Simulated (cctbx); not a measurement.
**Resonant diffraction in Cr2Cu**

Space group I4_1/amd (no. 141, origin choice 1), a = 3.5500 Å, b = 3.5500 Å, c = 22.5720 Å, α = 90.00°, β = 90.00°, γ = 90.00°.

```
atom  mult.  x  y       z  Ueq (Å²)
 Cu1      8  0  0  0.0828    0.0162
 Cr1      8  0  0  0.4202    0.0172
 Cr2      8  0  0  0.2529    0.0147
```

This is a model crystal, built by substitution and not relaxed, with assumed displacement parameters.

Calculated with cctbx: free-atom f′ and f″ from the Sasaki tables, no fine structure; amplitudes in electrons.

| E (eV) | F 3 0 1 | F 1 4 1 | F 3 1 2 | F 2 2 0 |
| --- | --- | --- | --- | --- |
| 5389 | 20.7 | 14.4 | 17.7 | 236.5 |
| 5739 | 23.5 | 16.5 | 19.8 | 225.0 |
| 5869 | 26.3 | 18.6 | 21.9 | 215.2 |
| 5929 | 29.1 | 20.8 | 24.0 | 205.6 |
| 5959 | 31.9 | 23.0 | 26.1 | 196.1 |
| 5974 | 34.8 | 25.3 | 28.3 | 186.5 |
| 5981 | 37.5 | 27.3 | 30.3 | 177.9 |
| 5985 | 40.3 | 29.5 | 32.4 | 168.8 |
| 5993 | 43.2 | 31.8 | 34.5 | 174.3 |
| 5997 | 39.8 | 29.2 | 32.0 | 185.1 |
| 6004 | 36.9 | 26.9 | 29.7 | 194.4 |
| 6019 | 33.8 | 24.5 | 27.4 | 204.6 |
| 6049 | 30.6 | 22.1 | 25.0 | 214.6 |
| 6139 | 26.4 | 18.8 | 21.7 | 227.9 |
| 6389 | 21.6 | 15.2 | 18.0 | 241.1 |

**Question.** Which edge is crossed, and why do the reflections move as they do?

The K edge of Cr. The edge is at 5989 eV. f′ of Cr falls from -3.7 e at 5869 eV to -7.2 e at 4 eV below it, and f″ steps from 0.46 to 3.96 e across it. Over that approach |F| changes by +53 % (3 0 1), +59 % (1 4 1), +48 % (3 1 2) and -22 % (2 2 0): a reflection falls where Cr scatters in phase with the total and rises where it scatters against it; it hardly moves where the Cr term is small or cancels by symmetry. Above the edge the larger f″ enters the imaginary part, where it can add to or cancel the other atoms' f″. The structure is centrosymmetric, so Friedel mates stay equal.

[Logs are printed without paths, hosts, clocks, repeated set-up lines and the standing remarks that a program may print on its own settings, such as how far it seeks lower states.]
